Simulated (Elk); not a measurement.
# CmBi: is a spiral lower than the collinear state?

Wanted: E(q) for CmBi and its minimum.

Main program and level: Elk 11.2.3 (patched build); LDA (Perdew-Wang) with U = 4.50 eV, J = 0.50 eV on Cm f; all-electron APW+lo, Dirac cores, scalar-relativistic bands.

**1. Set-up**

Symmetry: Fm-3m, No. 225, cubic system. The conventional cell has a = 6.328 Å, b = 6.328 Å, c = 6.328 Å, α = 90.00°, β = 90.00°, γ = 90.00°. Nearest to Cm lie 6 Bi at 3.16 Å. Nearest to Bi lie 6 Cm at 3.16 Å. Farther neighbours are not listed.

**2. Reference state**

The energies of all spirals count from this run, made with the same spinor basis and mesh so that errors cancel. A Hubbard U of customary size acts on the open shell; it was not fitted to this crystal.

The moments start as ferro +, on a cone 30° from z.

Moments are seeded by fields in the spheres (the last three columns under atoms), set against the wanted direction and reduced each loop.

Input file elk.in:

```
tasks
  0
  33
  73

xctype
  3

rgkmax
  7.0

nempty
  14

swidth
  0.001

reducebf
  0.7

epsengy
  1e-06

maxscl
  150

lmaxi
  3

mixtype
  3

mixsdb
  8

spinsprl
  .true.

spinpol
  .true.

vqlss
  0.000000 0.000000 0.000000

sppath
  './'

avec
  0.00000000000 5.97909345832 5.97909345832
  5.97909345832 0.00000000000 5.97909345832
  5.97909345832 5.97909345832 0.00000000000

atoms
  2
  'Cm.in'
  1
  0.5000000000 0.5000000000 0.5000000000   -0.375000 0.000000 -0.649519
  'Bi.in'
  1
  0.0000000000 0.0000000000 0.0000000000   0.000000 0.000000 0.000000

ngridk
  8 8 8

dft+u
  1 1
  1 3 0.165372 0.018375

plot3d
  0 0 0
  1 0 0
  0 1 0
  0 0 1
  23 23 23
```

On the command line:

```sh
> OMP_NUM_THREADS=2 elk
```

Numbers of over 12 decimals in the logs are rounded to 6 here.

The log of the run:

```text
Warning(gndstate): core states of species 2 leak from the muffin-tin :   0.6981932118E-03
Warning(gndstate): forces or DFT+U at lmaxo under 8 : 6
  [figures from our tests cut]: type lmaxo 8 and lmaxapw 10

--- INFO.OUT ---
┌─────────────────────────┐
│ Elk code version 11.2.3 │
└─────────────────────────┘

All units are atomic (Hartree, Bohr, etc.)

┌─────────────────────────────────────────────────┐
│ Ground-state run starting from atomic densities │
└─────────────────────────────────────────────────┘

Lattice vectors :
   0.000000000       5.979093458       5.979093458
   5.979093458       0.000000000       5.979093458
   5.979093458       5.979093458       0.000000000

Reciprocal lattice vectors :
 -0.5254295949      0.5254295949      0.5254295949
  0.5254295949     -0.5254295949      0.5254295949
  0.5254295949      0.5254295949     -0.5254295949

Unit cell volume      :    427.4999037
Brillouin zone volume :   0.5802345481

Muffin-tin inner radius fraction :   0.1000000000E-01

Nuclei treated as point charges

Species : 1 (Cm)
 parameters loaded from : Cm.in
 name : curium
 nuclear charge    :   -96.00000000
 electronic charge :    96.00000000
 atomic mass :    450253.4561
 muffin-tin radius :    3.000000000
 number of radial points in muffin-tin :    797
 inner part over the whole radius :   0.9819647586E-02
 number on inner part of muffin-tin    :    574
 approximate nuclear radius :   0.1109296213E-03
 number of mesh points to nuclear radius :    305
 atomic positions (lattice), magnetic fields (Cartesian) :
  1 :   0.00000000  0.00000000  0.00000000   -0.37500000  0.00000000 -0.64951900

Species : 2 (Bi)
 parameters loaded from : Bi.in
 name : bismuth
 nuclear charge    :   -83.00000000
 electronic charge :    83.00000000
 atomic mass :    380947.9285
 muffin-tin radius :    2.800000000
 number of radial points in muffin-tin :    697
 inner part over the whole radius :   0.9976520004E-02
 number on inner part of muffin-tin    :    501
 approximate nuclear radius :   0.1052171418E-03
 number of mesh points to nuclear radius :    264
 atomic positions (lattice), magnetic fields (Cartesian) :
  1 :   0.50000000  0.50000000  0.50000000    0.00000000  0.00000000  0.00000000

Total number of atoms per unit cell :    2
Total muffin-tin volume :    205.0496581
 ratio of muffin-tin to unit cell volume :   0.4796484311

Spin treatment :
 spin-polarised
 global magnetic field (Cartesian) :    0.000000000       0.000000000       0.000000000
 non-collinear magnetisation
 spin-spiral state assumed
  q-vector (lattice)   :    0.000000000       0.000000000       0.000000000
  q-vector (Cartesian) :    0.000000000       0.000000000       0.000000000
  q-vector length      :    0.000000000

Number of Bravais lattice symmetries :   48
Number of crystal symmetries         :   48
Crystal has inversion symmetry
Real symmetric eigensolver will be used

k-point grid :      8     8     8
k-point offset :    0.000000000       0.000000000       0.000000000
k-point set is reduced with full crystal symmetry group
Total number of k-points :       29

Muffin-tin radius times maximum |G+k| :    7.000000000
 using average radius
Maximum |G+k| for APW functions       :    2.413793103
Maximum (1/2)|G+k|²                   :    2.913198573
Maximum |G| for potential and density :    12.00000000
Constant for pseudocharge density :    9
 order of it for each species :   16  16
 order of it for pair densities of each species (exact exchange by exxq0 0: 16) :   10   9
Radial integration step length :    1

G-vector grid sizes :     35    35    35
Number of G-vectors :    12387

Maximum angular momentum used for
 APW functions            :    8
 outer part of muffin-tin :    6
 inner part of muffin-tin :    3

Total nuclear charge    :   -179.0000000
Total core charge       :    146.0000000
Total valence charge    :    33.00000000
Total excess charge     :    0.000000000
Total electronic charge :    179.0000000

Effective Wigner radius, rₛ :   0.8292105017

Number of empty states         :     28
Total number of valence states :     90
Total number of core states    :    146

Third-order local-orbitals added for an l without core states : T
Total number of local-orbitals :     42

Exchange-correlation functional :      3     0     0
 Perdew-Wang/Ceperley-Alder, Phys. Rev. B 45, 13244 (1992)
 gradient requirement :    0
 local density approximation (LDA)

DFT+U calculation
 fully localised limit (FLL)
 see Phys. Rev. B 52, R5467 (1995)
 species : 1 (Cm), l = 3, U =   0.16537200, J =   0.01837500

Smearing type :    3
 Fermi-Dirac
Smearing width :   0.1000000000E-02
Effective electronic temperature (K) :    315.7750248

Mixing type :    3
 Broyden mixing, J. Phys. A: Math. Gen. 17, L317 (1984)

Kohn-Sham potential initialised from atomic data

┌──────────────────────────────┐
│ Self-consistent loop started │
└──────────────────────────────┘

┌─────────────────┐
│ Loop number : 1 │
└─────────────────┘

Energies :
 Fermi                       :     0.119880
 sum of occupied eigenvalues :     -33247.459683108
 electron kinetic            :      64682.079800582
 core electron kinetic       :      64338.820497174
 Coulomb                     :     -116713.24904720
 Coulomb potential           :     -96737.738577208
 nuclear-nuclear             :     -3813.5039865435
 electron-nuclear            :     -129129.76120202
 Hartree                     :      16230.016141360
 Madelung                    :     -68344.379758597
 xc potential                :     -1191.3821522300
 xc effective B-field        :    -0.449356
 external B-field            :      0.000000
 exchange                    :     -871.39093035895
 correlation                 :     -19.010246936029
 DFT+U                       :     0.491866
 electron entropic           :    -0.35635843308335E-04
 total energy                :     -52921.078593993
 (external B-field energy excluded from total)

Density of states at Fermi energy :    10.64071244
 (states/Hartree/unit cell)

Estimated indirect band gap :   0.2450144706E-02
 from k-point 2 to k-point 13
Estimated direct band gap   :   0.1200836097E-01
 at k-point 13

Charges :
 core                        :    146.0000000
 valence                     :    33.00000000
 interstitial                :    3.251851534
 muffin-tins (core leakage)
  species : 1 (Cm)
   atom 1                    :    94.06149892     (  0.3253554475E-04)
  species : 2 (Bi)
   atom 1                    :    81.68664955     (  0.7225608430E-03)
 total in muffin-tins        :    175.7481485
 total calculated charge     :    178.9989914
 total charge                :    179.0000000
 error                       :   0.1008586114E-02

Moments :
 interstitial                :   0.8648914794E-01 -0.6132286107E-11  0.1498035711
 muffin-tins
  species : 1 (Cm)
   atom 1                    :    3.409998392     -0.7189230266E-10   5.906289593
  species : 2 (Bi)
   atom 1                    :  -0.1449351497E-01  0.2943131540E-11 -0.2510350445E-01
 total in muffin-tins        :    3.395504877     -0.6894917112E-10   5.881186088
 total moment                :    3.481994025     -0.7508145723E-10   6.030989659

┌─────────────────┐
│ Loop number : 2 │
└─────────────────┘

Energies :
 Fermi                       :     0.119849
 sum of occupied eigenvalues :     -33247.847510074
 electron kinetic            :      64687.718904333
 core electron kinetic       :      64344.973259814
 Coulomb                     :     -116713.29693322
 Coulomb potential           :     -96738.382850716
 nuclear-nuclear             :     -3813.5039865435
 electron-nuclear            :     -129129.11205438
 Hartree                     :      16229.319107698
 Madelung                    :     -68344.105507866
 xc potential                :     -1196.6625325162
 xc effective B-field        :    -0.469565
 external B-field            :      0.000000
 exchange                    :     -871.39202571584
 correlation                 :     -19.008397716510
 DFT+U                       :     0.497492
 electron entropic           :    -0.28237135175552E-04
 total energy                :     -52915.480988411
 (external B-field energy excluded from total)

Density of states at Fermi energy :    8.750438584
 (states/Hartree/unit cell)

Estimated indirect band gap :   0.5420166171E-02
 from k-point 2 to k-point 18
Estimated direct band gap   :   0.1137217764E-01
 at k-point 6

Charges :
 core                        :    146.0000000
 valence                     :    33.00000000
 interstitial                :    3.262904675
 muffin-tins (core leakage)
  species : 1 (Cm)
   atom 1                    :    94.01449779     (  0.3249877996E-04)
  species : 2 (Bi)
   atom 1                    :    81.72259753     (  0.7223281751E-03)
 total in muffin-tins        :    175.7370953
 total calculated charge     :    178.9989953
 total charge                :    179.0000000
 error                       :   0.1004743247E-02

Moments :
 interstitial                :   0.5711046485E-01  0.1200228735E-07  0.9891819070E-01
 muffin-tins
  species : 1 (Cm)
   atom 1                    :    3.469093367      0.7644094202E-08   6.008645109
  species : 2 (Bi)
   atom 1                    :  -0.3219995692E-01  0.6492960892E-07 -0.5577194742E-01
 total in muffin-tins        :    3.436893410      0.7257370312E-07   5.952873162
 total moment                :    3.494003875      0.8457599047E-07   6.051791352

RMS change in Kohn-Sham potential (target) :    3.779209392     (  0.1000000000E-05)
Absolute change in total energy (target)   :    5.597605582     (  0.1000000000E-05)

[... loops 3 to 22 left out ...]

┌──────────────────┐
│ Loop number : 23 │
└──────────────────┘

Energies :
 Fermi                       :     0.240151
 sum of occupied eigenvalues :     -33231.220309384
 electron kinetic            :      64688.591934903
 core electron kinetic       :      64343.336966010
 Coulomb                     :     -116719.59980778
 Coulomb potential           :     -96737.065812186
 nuclear-nuclear             :     -3813.5039865435
 electron-nuclear            :     -129143.11717815
 Hartree                     :      16237.021356914
 Madelung                    :     -68351.066901685
 xc potential                :     -1182.2722307840
 xc effective B-field        :    -0.474194
 external B-field            :      0.000000
 exchange                    :     -871.57335508678
 correlation                 :     -19.011270033211
 DFT+U                       :     0.499482
 electron entropic           :    -0.28812967021850E-04
 total energy                :     -52921.093044511
 (external B-field energy excluded from total)

Density of states at Fermi energy :    7.857662490
 (states/Hartree/unit cell)

Estimated indirect band gap :   0.2778430739E-02
 from k-point 2 to k-point 18
Estimated direct band gap   :   0.8338441495E-02
 at k-point 6

Charges :
 core                        :    146.0000000
 valence                     :    33.00000000
 interstitial                :    3.277111902
 muffin-tins (core leakage)
  species : 1 (Cm)
   atom 1                    :    94.12848892     (  0.3083357107E-04)
  species : 2 (Bi)
   atom 1                    :    81.59439918     (  0.6981932199E-03)
 total in muffin-tins        :    175.7228881
 total calculated charge     :    178.9990336
 total charge                :    179.0000000
 error                       :   0.9663702489E-03

Moments :
 interstitial                :   0.5565076120E-01  0.6817907041E-06  0.9639643044E-01
 muffin-tins
  species : 1 (Cm)
   atom 1                    :    3.486579087     -0.1363685848E-03   6.039549199
  species : 2 (Bi)
   atom 1                    :  -0.4585673752E-01  0.1210615899E-04 -0.7943149564E-01
 total in muffin-tins        :    3.440722350     -0.1242624258E-03   5.960117704
 total moment                :    3.496373111     -0.1235806351E-03   6.056514134

RMS change in Kohn-Sham potential (target) :   0.1048347760E-06 (  0.1000000000E-05)
Absolute change in total energy (target)   :   0.6396003300E-06 (  0.1000000000E-05)

Convergence targets achieved

┌──────────────────┐
│ Loop number : 24 │
└──────────────────┘

Energies :
 Fermi                       :     0.240151
 sum of occupied eigenvalues :     -33231.220313154
 electron kinetic            :      64688.591929394
 core electron kinetic       :      64343.336965194
 Coulomb                     :     -116719.59980706
 Coulomb potential           :     -96737.065810519
 nuclear-nuclear             :     -3813.5039865435
 electron-nuclear            :     -129143.11717835
 Hartree                     :      16237.021357839
 Madelung                    :     -68351.066901800
 xc potential                :     -1182.2722338691
 xc effective B-field        :    -0.474194
 external B-field            :      0.000000
 exchange                    :     -871.57335516230
 correlation                 :     -19.011270021878
 DFT+U                       :     0.499482
 electron entropic           :    -0.28812469347551E-04
 total energy                :     -52921.093049355
 (external B-field energy excluded from total)

Density of states at Fermi energy :    7.857361924
 (states/Hartree/unit cell)

Estimated indirect band gap :   0.2778684038E-02
 from k-point 2 to k-point 18
Estimated direct band gap   :   0.8338183802E-02
 at k-point 6

Charges :
 core                        :    146.0000000
 valence                     :    33.00000000
 interstitial                :    3.277111850
 muffin-tins (core leakage)
  species : 1 (Cm)
   atom 1                    :    94.12848897     (  0.3083356955E-04)
  species : 2 (Bi)
   atom 1                    :    81.59439918     (  0.6981932118E-03)
 total in muffin-tins        :    175.7228882
 total calculated charge     :    178.9990336
 total charge                :    179.0000000
 error                       :   0.9663702637E-03

Moments :
 interstitial                :   0.5565070057E-01  0.6915786485E-06  0.9639629594E-01
 muffin-tins
  species : 1 (Cm)
   atom 1                    :    3.486580251     -0.1358577590E-03   6.039550152
  species : 2 (Bi)
   atom 1                    :  -0.4585691403E-01  0.1210409253E-04 -0.7943180663E-01
 total in muffin-tins        :    3.440723337     -0.1237536664E-03   5.960118346
 total moment                :    3.496374037     -0.1230620878E-03   6.056514642

┌──────────────────────────────┐
│ Self-consistent loop stopped │
└──────────────────────────────┘

Warning : core states of species 2 leak from the muffin-tin :   0.6981932118E-03

Warning : forces or DFT+U at lmaxo under 8 : 6

Wrote STATE.OUT
```

Run time: 4.5 min. Hardware: 2 threads of Intel Xeon 6975P-C (Granite Rapids), shared host; peak memory 0.18 GiB.

Read from the output:

```
density of states at the Fermi level : 0.2888 states/eV/cell
moment between the spheres           : 0.05565, 0, 0.09640 μB
magnetization                        : 3.496, 0, 6.057 μB
final state                          : ferromagnetic
largest moment                       : 6.974 μB
```

After 24 cycles the largest moment stands at 6.97 μB.

[end of part 1 of 2]

[Logs and program files are shortened in this print: banners, set-up blocks, solver, clock and traceback lines can be left out without a mark of their own.]

[Logs are printed without paths, hosts, clocks, repeated set-up lines and the standing remarks that a program may print on its own settings, such as how far it seeks lower states.]

[Hosts, paths, dates, database ids (printed as entryN), source tags and the programs' standing remarks are cut or masked in the printed files.]

[Where a cell is said to come from a database of computed structures, the database is the Materials Project.]
